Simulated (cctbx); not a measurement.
## Reading a Patterson map

Space group P6_3/mmc (no. 194), a = 10.9390 Å, b = 10.9390 Å, c = 11.4180 Å, α = 90.00°, β = 90.00°, γ = 120.00°, content Bi8 Rb12 Ga2 K6.

The data are simulated with cctbx, not measured: synchrotron X-rays, λ = 0.6889 Å, to d = 0.65 Å, 95 % of the full sphere, strongest reflection 20000 counts, noise from counting, a 4 % proportional error and a noise floor of 15 counts (s.d.); no absorption, some extinction.

Patterson synthesis, origin scaled to 1000:

```text
Patterson group P 6/m m m
      u       v       w   height  length (A)
  0.000   0.000   0.000   1000.0     0.00
  0.000   0.403   0.000    212.2     4.41
  0.000   0.000   0.500    202.5     5.71
  0.061   0.530   0.500    201.4     7.93
  0.060   0.530   0.249    200.0     6.19
  0.333   0.667   0.215    188.7     6.78
  0.206   0.412   0.500    157.2     6.92
  0.128   0.256   0.287    129.3     4.08
  0.060   0.120   0.500     93.8     5.82
  0.000   0.000   0.420     86.3     4.80
  0.210   0.421   0.045     80.7     4.02
  0.046   0.322   0.211     78.1     4.09
  0.258   0.517   0.289     68.6     7.86
  0.165   0.583   0.500     62.0     8.06
```

Q: Assign the vectors.

A peak at u stands for all pairs with xi − xj = u, with weight Σ ZiZj against Σ Z² = 75628 at the origin. Peak heights follow these weights only roughly, since form factors, motion and series ripples differ, all vectors within 0.55 Å of a peak are counted as merged into it though the farther ones add only part of their weight, and F(000) is left out, which lowers the whole map:

| u | v | w | shortest length (Å) | height | 1000 ΣZiZj/ΣZ² | pairs in the cell |
| --- | --- | --- | --- | --- | --- | --- |
| 0.000 | 0.403 | 0.000 | 4.41 | 212 | 264 | 2 × Bi–Bi, 4 × Rb–Rb, 2 × K–K |
| 0.000 | 0.000 | 0.500 | 5.71 | 202 | 182 | 2 × Bi–Bi |
| 0.061 | 0.530 | 0.500 | 7.92 | 201 | 198 | 2 × Bi–Bi, 2 × Ga–K |
| 0.060 | 0.530 | 0.249 | 6.19 | 200 | 213 | 2 × Bi–Bi, 2 × Rb–Ga |
| 0.333 | 0.667 | 0.215 | 6.77 | 189 | 367 | 6 × Bi–Rb, 2 × Bi–Ga, 6 × Rb–K |
| 0.206 | 0.412 | 0.500 | 6.92 | 157 | 386 | 4 × Bi–Rb, 4 × Bi–K, 4 × Rb–Rb, 2 × Bi–Ga |
| 0.128 | 0.256 | 0.287 | 4.08 | 129 | 234 | 4 × Bi–Rb, 2 × Bi–K, 2 × Rb–Ga |
| 0.060 | 0.120 | 0.500 | 5.82 | 94 | 91 | 1 × Bi–Bi |
| 0.000 | 0.000 | 0.420 | 4.80 | 86 | 109 | 6 × Rb–Rb |
| 0.210 | 0.421 | 0.045 | 4.02 | 81 | 133 | 2 × Bi–Rb, 2 × Rb–Rb, 2 × Ga–K |

The table stops at ten peaks or at a height of 45, below which ripples compete. In the model behind the data Bi, the heaviest element, has 2 independent sites: (0.5306, 0.0613, 3/4) and (0, 0, 1/2), up to an allowed shift of origin; the Bi–Bi vectors are differences of these positions and their symmetry mates. The whole model:

| atom | mult. | x | y | z | Ueq (Å²) |
| --- | --- | --- | --- | --- | --- |
| Bi1 | 6 | 0.5306 | 0.0613 | 3/4 | 0.0030 |
| Bi2 | 2 | 0 | 0 | 1/2 | 0.0029 |
| Rb1 | 12 | 0.7895 | 0.5791 | 0.4605 | 0.0059 |
| Ga1 | 2 | 2/3 | 1/3 | 3/4 | 0.0058 |
| K1 | 6 | 0.2375 | 0.1187 | 3/4 | 0.0054 |

The model was made for the exercise: a known structure type with other elements put in, its volume estimated, not relaxed; displacement parameters are assumed.

[Logs are printed without paths, hosts, clocks, repeated set-up lines and the standing remarks that a program may print on its own settings, such as how far it seeks lower states.]
